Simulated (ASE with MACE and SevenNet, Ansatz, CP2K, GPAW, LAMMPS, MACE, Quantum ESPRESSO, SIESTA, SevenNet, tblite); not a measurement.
**Running ionic liquid Pyr13+ Cl- at 400 K (112 atoms) with machine-learned potentials**

Wanted: machine-learned potentials inputs and outputs for ionic liquid Pyr13+ Cl- at 400 K (112 atoms), checked against a plane-wave reference.

Main program and level: ASE with MACE and SevenNet; the method is named at each step.

## (1) The starting structure

The cell holds 112 atoms: 32 C, 4 N, 72 H and 4 Cl. Its edges and angles: a = 10.205 Å, b = 10.205 Å, c = 10.205 Å, α = 90.0°, β = 90.0°, γ = 90.0°. 4 Pyr13+, 4 Cl- placed at random, at 1.02 g/cm³; overlaps pushed apart, then 10 ps at 700 K with Joung-Cheatham ions (J. Phys. Chem. B 112, 9020 (2008)); MMFF94 bonds, angles, torsions, charges and radii (Halgren, J. Comput. Chem. 17, 490 (1996)) in harmonic and 12-6 forms; charges of ions scaled by 0.8. Snapshot after 30 ps at 400 K and fixed volume.

The yardstick, on the same geometry:

- method: Kohn-Sham DFT, PBE, PAW, plane waves (Ansatz 0.2.0); cutoff 420 eV, Γ point, fermi-dirac smearing of 0.05 eV; PAW set soft_2
- r.m.s. force component: 0.9427 eV/Å
- longest force: 3.394 eV/Å
- pressure: 2.023 GPa
- gap (highest filled to lowest empty level): 4.007 eV
- SCF cycles: 9
- time: 4.2 s on 8 threads of Arm Neoverse V2, shared host
- CPU time: 29 s

## (2) MACE MP-0b2 small potential

Method: machine-learned interatomic potential MACE MP-0b2 small, trained on PBE(+U) plane-wave data.

Contents of run.py:

```python
import numpy as np
from ase.io import read
import mlip  # loads the published weights by name

atoms = read("structure.xyz")
atoms.calc = mlip.calc("mace-mp-0b2-small")
energy = atoms.get_potential_energy()
forces = atoms.get_forces()
print(f"energy {energy:.6f} eV")
print("forces (eV/A)")
for i, (a, f) in enumerate(zip(atoms, forces)):
    print(f"{i:4d} {a.symbol:2s} {f[0]:10.5f} {f[1]:10.5f} {f[2]:10.5f}")
stress = -atoms.get_stress(voigt=False) * 160.21766
print("stress (GPa, compression positive)")
for row in stress:
    print(" ".join(f"{x:10.4f}" for x in row))
```

Contents of structure.xyz:

```xyz
112
Lattice="10.20511 0.00000 0.00000 0.00000 10.20511 0.00000 0.00000 0.00000 10.20511" Properties=species:S:1:pos:R:3 pbc="T T T"
C 1.25778 5.87018 4.11439
C 0.19890 6.20961 3.09919
C 0.15012 7.72078 2.95346
N 9.26359 8.16184 2.05674
C 7.94907 7.95233 2.90305
C 9.41768 9.60740 1.80722
C 0.24370 9.69883 0.61965
C 0.10562 8.29441 10.17276
C 9.25583 7.58678 0.68854
H 1.23043 4.79610 4.17797
H 0.92642 6.33533 5.04204
H 2.30105 6.19909 3.91325
H 0.56945 5.77099 2.23400
H 9.39095 5.88508 3.42075
H 1.00653 8.05500 2.44535
H 0.04123 8.18909 3.91846
H 7.70914 6.88865 3.02990
H 7.20675 8.59250 2.43300
H 8.14592 8.40248 3.89917
H 8.52310 9.95958 1.20941
H 9.68169 10.17398 2.74252
H 10.18276 0.31075 0.00337
H 1.33728 9.84171 0.95806
H 1.08103 7.73751 0.13624
H 10.04897 8.44452 9.17735
H 9.41381 6.51770 0.77630
H 8.21338 7.88763 0.29248
C 1.37514 4.62945 9.85630
C 2.07449 3.76487 0.78814
C 3.19563 4.57015 1.48780
N 4.02285 3.82896 2.53924
C 4.84396 4.97652 3.16277
C 3.32156 3.10307 3.60444
C 4.13807 1.88968 3.87539
C 5.37697 1.92295 2.96438
C 4.93233 2.80151 1.80967
H 1.23604 5.66312 10.05009
H 1.96714 4.46749 8.94560
H 0.38820 4.23971 9.67516
H 1.29748 3.54342 1.50383
H 2.41698 2.84304 0.31503
H 3.92162 4.78987 0.74518
H 2.86978 5.43994 1.93295
H 4.23604 5.73833 3.56607
H 5.51545 4.52801 3.91366
H 5.53158 5.25624 2.40330
H 2.31278 2.96805 3.25094
H 3.34738 3.73834 4.57669
H 4.34983 1.65864 4.91754
H 3.63608 1.03021 3.57240
H 6.17491 2.42606 3.49056
H 5.66475 0.94050 2.73599
H 4.31952 2.29237 1.10307
H 5.77466 3.25819 1.34258
C 6.23155 5.68823 9.87008
C 6.14633 6.80242 8.82885
[... 52 atom lines left out ...]
Cl 4.09296 8.40472 2.15369
Cl 8.98029 7.91365 6.33992
Cl 8.61760 3.13532 1.82437
Cl 3.80998 3.19012 7.19215
```

Started as:

```console
OMP_NUM_THREADS=1 python run.py > output.txt
```

What it wrote:

```text
energy -593.498956 eV
forces (eV/A)
   0 C    -0.03629    0.23274    0.63549
   1 C    -0.27111    1.80445    1.48172
   2 C    -0.10188   -1.35434   -0.62078
   3 N    -2.34089    0.14728    2.56043
   4 C     0.89929    0.90819   -0.34230
   5 C     0.62960    1.73533   -1.42573
   6 C     1.83362   -1.09114    2.37308
   7 C     2.49807    0.79086    1.17184
   8 C    -2.44053   -0.37639    0.45898
   9 H     0.29066   -0.58549    0.49206
  10 H     0.15475   -0.11526    0.65187
  11 H    -0.61597    0.06605   -0.22643
  12 H    -0.23230   -1.09284   -2.21981
  13 H     0.67710   -0.46900   -0.28085
  14 H     1.86506    0.58087   -0.38480
  15 H    -0.23725    0.45522    0.52085
  16 H    -0.04692    0.27047   -0.41352
  17 H    -0.64359   -0.51383   -0.29040
  18 H     0.14333   -0.36459   -0.19512
  19 H     0.17566   -0.17539    1.51250
  20 H    -0.52645   -0.27890   -0.95929
  21 H    -0.31056    0.91734   -0.92280
  22 H    -1.45838   -0.11835   -0.21759
  23 H    -0.73487    0.55502   -0.64131
[...]
104 H    -0.10987    0.34268    0.53661
 105 H     0.40416    0.51411   -0.13977
 106 H    -0.82868    0.09630   -0.07141
 107 H     0.05982    1.02603   -1.31536
 108 Cl   -0.04614   -0.01205   -0.08487
 109 Cl   -0.04406    0.07640    0.04546
 110 Cl    0.03671    0.12303    0.09715
 111 Cl    0.06244    0.14550    0.01013
stress (GPa, compression positive)
    1.3570     0.2287    -0.1872
    0.2287     2.8118     0.3378
   -0.1872     0.3378     2.3678
```

The job ended after 5.9 s (1 thread of Arm Neoverse V2, shared host; peak memory 0.73 GiB).

Banners, paths, timers and routine set-up lines are dropped from the logs unmarked, and long logs keep their key lines alone; longer cuts are marked.

Compared with the plane-wave run:

```yaml
r_m_s_force_component: 0.9442 eV/Å
r_m_s_difference_of_force_components: 100.4 meV/Å
longest_difference_of_force_vectors: 470.2 meV/Å
force_difference_over_r_m_s_force: 10.65 %
slope_of_forces_against_the_reference_s: 0.9959
correlation_of_force_components: 0.9943
pressure: 2.179 GPa
pressure_difference: 0.1555 GPa
```

Length of the force difference by element (eV/Å):

| element | atoms | mean | most |
| --- | --- | --- | --- |
| C | 32 | 0.25 | 0.47 |
| Cl | 4 | 0.046 | 0.079 |
| H | 72 | 0.085 | 0.16 |
| N | 4 | 0.25 | 0.29 |

A closer look about C30, which bears the longest force: 9 atoms, nearest first, numbered in the order of the input, with positions taken from that point.

```csv
atom,x,y,z,distance (Å),bonds,Fx,Fy,Fz (eV/Å)
C30,0.00,0.00,0.00,0.00,4,-0.30,-3.36,-0.94
H43,-0.33,0.87,0.45,1.03,1,-0.86,2.12,0.88
H42,0.73,0.22,-0.74,1.06,1,0.75,0.62,-0.72
N31,0.83,-0.74,1.05,1.53,4,0.86,1.84,-1.30
C29,-1.12,-0.81,-0.70,1.55,4,-0.41,1.63,-0.39
H40,-1.90,-1.03,0.02,2.16,1,-0.51,-0.41,0.47
H41,-0.78,-1.73,-1.17,2.23,1,0.21,-0.12,0.06
C32,1.65,0.41,1.67,2.38,4,1.58,-2.96,0.19
C36,1.74,-1.77,0.32,2.50,4,0.07,0.02,1.71
```

Atoms are counted from 1 here, from 0 in the log.

Forces lie 11 % from the reference's, at 0.20 times its CPU time (on 1 against 8 cores).

## (3) SevenNet l3i5 potential

Method: machine-learned interatomic potential SevenNet l3i5, trained on PBE(+U) plane-wave data.

run.py: that of step 2 with these lines changed.

```diff
@@ -5,3 +5,3 @@
 atoms = read("structure.xyz")
-atoms.calc = mlip.calc("mace-mp-0b2-small")
+atoms.calc = mlip.calc("7net-l3i5")
 energy = atoms.get_potential_energy()
```

structure.xyz is that of step 2.

What it wrote:

```text
energy -593.331360 eV
forces (eV/A)
   0 C    -0.17751    0.50677    0.53760
   1 C    -0.16770    1.48589    1.50733
   2 C     0.17863   -1.43565   -0.65591
   3 N    -2.30026    0.17489    2.70013
   4 C     0.84849    0.88889   -0.30188
   5 C     0.54739    1.59876   -1.63252
   6 C     1.97716   -1.21245    2.33876
   7 C     2.52367    0.81821    1.04963
   8 C    -2.51805   -0.16601    0.36003
   9 H     0.31134   -0.71181    0.42720
  10 H     0.12642   -0.07926    0.71648
  11 H    -0.59273    0.11646   -0.27177
  12 H    -0.22837   -0.92874   -2.18309
  13 H     0.55464   -0.50440   -0.28400
  14 H     1.82919    0.58899   -0.30866
  15 H    -0.19242    0.48919    0.46392
  16 H    -0.08333    0.21901   -0.36929
  17 H    -0.64838   -0.45889   -0.28617
  18 H     0.13964   -0.35753   -0.22549
  19 H     0.08406   -0.16296    1.57600
  20 H    -0.58448   -0.34649   -0.94776
  21 H    -0.32316    0.95800   -0.87082
  22 H    -1.47168   -0.08353   -0.21095
  23 H    -0.73512    0.50809   -0.58556
[...]
104 H    -0.17139    0.34512    0.61222
 105 H     0.34884    0.56697   -0.17073
 106 H    -0.79975    0.13079   -0.02124
 107 H     0.11123    1.08639   -1.40948
 108 Cl   -0.01695   -0.03830   -0.12632
 109 Cl    0.00291    0.06487    0.11078
 110 Cl    0.05819    0.09741    0.10897
 111 Cl    0.12508    0.19841    0.03607
stress (GPa, compression positive)
    1.3941     0.2287    -0.3878
    0.2287     2.6653     0.2072
   -0.3878     0.2072     2.1328
```

Run time: 12 s. Hardware: 1 thread; peak memory 2.3 GiB.

Compared with the plane-wave run:

- r.m.s. force component: 0.9453 eV/Å
- r.m.s. difference of force components: 100.5 meV/Å
- longest difference of force vectors: 536.8 meV/Å
- force difference over r.m.s. force: 10.66 %
- slope of forces against the reference's: 0.9971
- correlation of force components: 0.9943
- pressure: 2.064 GPa
- pressure difference: 0.0407 GPa

Against the first run (11 %), the force difference from the reference is 11 %, at 2.0 times the CPU time.

## (4) MACE MP-0b3 medium potential

Method: machine-learned interatomic potential MACE MP-0b3 medium, trained on PBE(+U) plane-wave data.

run.py: that of step 3 with these lines changed.

```diff
@@ -5,3 +5,3 @@
 atoms = read("structure.xyz")
-atoms.calc = mlip.calc("7net-l3i5")
+atoms.calc = mlip.calc("mace-mp-0b3-medium")
 energy = atoms.get_potential_energy()
```

structure.xyz is that of step 3.

What it wrote:

```text
energy -593.042049 eV
forces (eV/A)
   0 C    -0.12578    0.27089    0.57068
   1 C    -0.17373    1.69732    1.56255
   2 C    -0.26592   -1.32060   -0.65178
   3 N    -2.40617    0.19561    2.67680
   4 C     1.03749    0.80872   -0.24876
   5 C     0.77198    1.65030   -1.71534
   6 C     1.84179   -1.15376    2.30074
   7 C     2.49863    0.81134    1.19890
   8 C    -2.42125   -0.38070    0.21353
   9 H     0.31085   -0.65095    0.49428
  10 H     0.17048   -0.12215    0.56984
  11 H    -0.64085    0.10364   -0.24376
  12 H    -0.18977   -1.03254   -2.10720
  13 H     0.62591   -0.47342   -0.27329
  14 H     1.71074    0.52652   -0.33126
  15 H    -0.18008    0.40496    0.50740
  16 H    -0.04024    0.19696   -0.38241
  17 H    -0.58974   -0.44557   -0.27096
  18 H     0.10411   -0.35650   -0.21946
  19 H     0.10675   -0.13494    1.47655
  20 H    -0.53473   -0.29484   -0.88338
  21 H    -0.33561    0.93890   -0.91282
  22 H    -1.44956   -0.05954   -0.25010
  23 H    -0.72073    0.52468   -0.56265
[...]
104 H    -0.12595    0.36419    0.50649
 105 H     0.38510    0.43951   -0.18339
 106 H    -0.68608    0.16029   -0.02421
 107 H    -0.02146    1.07944   -1.29428
 108 Cl   -0.02709    0.01257   -0.02929
 109 Cl   -0.00540    0.04974    0.07215
 110 Cl    0.06377    0.12146    0.05641
 111 Cl    0.05224    0.13946    0.04158
stress (GPa, compression positive)
    1.3557     0.3236    -0.1422
    0.3236     2.7109     0.3065
   -0.1422     0.3065     2.2568
```

Wall time 8.4 s (1 thread); peak memory 1.4 GiB.

Numbers from this run, and their distance from the reference:

```
r.m.s. force component                  : 0.9386 eV/Å
r.m.s. difference of force components   : 114.8 meV/Å
longest difference of force vectors     : 554.6 meV/Å
force difference over r.m.s. force      : 12.18 %
slope of forces against the reference's : 0.9882
correlation of force components         : 0.9926
pressure                                : 2.108 GPa
pressure difference                     : 0.0844 GPa
```

Against the first run (11 %), the force difference from the reference is 12 %, at 1.4 times the CPU time.

## (5) All runs compared

Differences are against the plane-wave reference, forces as r.m.s. over components; share is that over the reference's r.m.s. force, slope the least-squares factor from reference forces to these. Total energies of different programs have different zeros and aren't compared.

```csv
run,"Δ force, r.m.s. (meV/Å)",share (%),slope,Δ pressure (GPa),cores,CPU time,memory (GiB)
reference,-,-,-,-,8,29 s,1.1
MACE MP-0b2 small potential,100,10.7,0.996,0.155,1,5.9 s,0.73
SevenNet l3i5 potential,101,10.7,0.997,0.0407,1,12 s,2.3
MACE MP-0b3 medium potential,115,12.2,0.988,0.0844,1,8.4 s,1.4
```

Times of the machine-learned potentials are mostly Python's start and the loading of weights.

CPU time is summed over cores on a shared host, where runs went side by side, so it is rough. Symmetry, cutoffs, thresholds, outputs and thread counts weren't matched or tuned between programs; memory under MPI is the largest rank's times the ranks.

## (6) Results

| Quantity | Value |
| --- | --- |
| nearest in forces | a tie at 11 % of 2 runs: MACE MP-0b2 small potential; SevenNet l3i5 potential |

What this shows: Machine-learned potentials differ by 11 % (MACE MP-0b2 small potential) to 12 % (MACE MP-0b3 medium potential); they were trained on other programs' data. Machine-learned potentials mimic data converged in k, so the reference's own k-point error enters their differences. The network of contacts between molecules at the start is that of the classical potential that made the cell, and needn't be the one that DFT or experiment would give. The reference's PBE has no dispersion term, which matters for the binding between molecules or layers. The density was typed from a rule of thumb and may lie off the real one at this temperature. The electronic-structure runs sample only Γ, in a cell whose shortest periodic width is 10 Å.

[Also dropped from logs without a mark: logging warnings of Python, and SIESTA's first energy breakdown and zero terms.]

[Logs are printed without paths, hosts, clocks, repeated set-up lines and the standing remarks that a program may print on its own settings, such as how far it seeks lower states.]

[Hosts, paths, dates, database ids (printed as entryN), source tags and the programs' standing remarks are cut or masked in the printed files.]

[The MMFF94 radii named for the starting cell were scaled by 0.96; in molecules described by MMFF94, hydrogen bound to N, O or S took a small fixed 12-6 site in their place.]
